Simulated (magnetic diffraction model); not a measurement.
# Which magnetic order? DyZrCu

Space group P6_3mc (no. 186), a = 4.4510 Å, c = 7.1420 Å.

| site | atom | x | y | z |
| --- | --- | --- | --- | --- |
| 2a | Dy | 0 | 0 | 0.4948 |
| 2b | Zr | 1/3 | 2/3 | 0.7257 |
| 2b | Cu | 2/3 | 1/3 | 0.8121 |

This is a made-up structure (elements placed in a structure type, unrelaxed), so the numbers test the method and describe no known phase.

Only Dy is taken to order (form factors of Dy3+); orders and moment sizes are assumed, and not adapted to the symmetry. Radiation: neutrons of λ = 2.52 Å (absorption by Dy left out), 8° to 85°; isotropic B of 0.18 Å² (Dy), 0.21 Å² (Zr) and 0.24 Å² (Cu). The intensities are simulated: I ∝ L Σ (|F_N|² + |F_M⊥|²) for unpolarised neutrons, with F_M = 2.695 fm/μB × Σ f(s) S exp(2πi Q·r) exp(−B s²) at Q = H ± k (one set where k and −k are equivalent), only the part normal to Q counting and L = 1/(sin²θ cos θ). For collinear order S is the moment m, which repeats by lattice and centring translations R with the sign exp(−2πi k·R). Form factors are spin-only for 3d ions and dipole or tabulated for f ions, scattering lengths are Sears's of 1992, and absorption is left out. A label names one of the reflections at its angle. The strongest nuclear line in the range is 100, and lines under 0.2 are left out.

Above the ordering temperature:

```tsv
2θ (°)	index	I
38.16	(1 0 0)	17.1
41.32	(0 0 2)	2.2
43.61	(1 0 1)	3.6
57.50	(1 0 2)	100.0
68.97	(1 1 0)	72.6
76.93	(1 0 3)	10.9
81.65	(2 0 0)	5.3
83.69	(1 1 2)	4.6
```

Below it (cell unchanged):

```tsv
2θ (°)	I
18.81	88.8
32.89	28.1
38.16	17.1
41.32	2.2
43.61	3.6
45.77	5.0
51.24	22.0
53.79	7.8
57.50	100.0
58.72	8.2
67.85	14.6
68.97	72.6
72.21	10.7
74.32	6.6
76.93	10.9
81.65	5.3
83.69	4.6
```

**Question.** Check that the new lines index with k = (1/2 1/2 0), then choose among these models:
A. collinear moments along [100], 7.2 μB on Dy; signs + at (0, 0, 0.4948), + at (0, 0, 0.9948)
B. collinear moments along [100], 7.2 μB on Dy; signs + at (0, 0, 0.4948), − at (0, 0, 0.9948)
C. collinear moments along [001], 7.2 μB on Dy; signs + at (0, 0, 0.4948), − at (0, 0, 0.9948)
D. collinear moments along [001], 7.2 μB on Dy; signs + at (0, 0, 0.4948), + at (0, 0, 0.9948)

The new lines index as (1/2 -1/2 0) at 18.81°, (1/2 1/2 0) at 32.89°, (1/2 -1/2 2) at 45.77° and (3/2 -1/2 0) at 51.24°, that is as H ± k with k = (1/2 1/2 0), one of 3 inequivalent arms of its star (k and −k counted as one), which a powder can't tell apart. Half indices mean that the moments reverse under translations with k·R a half-integer, and the magnetic cell has twice the primitive volume.

Magnetic intensity, observed (below minus above) and for each model:

| 2θ (°) | index | observed | A | B | C | D |
| --- | --- | --- | --- | --- | --- | --- |
| 18.81 | (1/2 -1/2 0) | 88.8 | 22.2 | <0.2 | <0.2 | 88.8 |
| 27.83 | (1/2 -1/2 1) | <0.2 | <0.2 | 52.0 | 36.8 | <0.2 |
| 32.89 | (1/2 1/2 0) | 28.1 | 21.1 | <0.2 | <0.2 | 28.1 |
| 38.97 | (1/2 1/2 1) | <0.2 | <0.2 | 32.3 | 28.4 | <0.2 |
| 45.77 | (1/2 -1/2 2) | 5.0 | 24.3 | <0.2 | <0.2 | 5.0 |
| 51.24 | (3/2 -1/2 0) | 22.0 | 10.2 | <0.2 | <0.2 | 22.0 |
| 53.79 | (1/2 1/2 2) | 7.8 | 17.9 | <0.2 | <0.2 | 7.8 |
| 55.68 | (3/2 -1/2 1) | <0.2 | <0.2 | 19.9 | 31.6 | <0.2 |

Model D matches.

The structure used: k = (1/2 1/2 0), collinear moments along [001], 7.2 μB on Dy; signs + at (0, 0, 0.4948), + at (0, 0, 0.9948).

[Logs are printed without paths, hosts, clocks, repeated set-up lines and the standing remarks that a program may print on its own settings, such as how far it seeks lower states.]
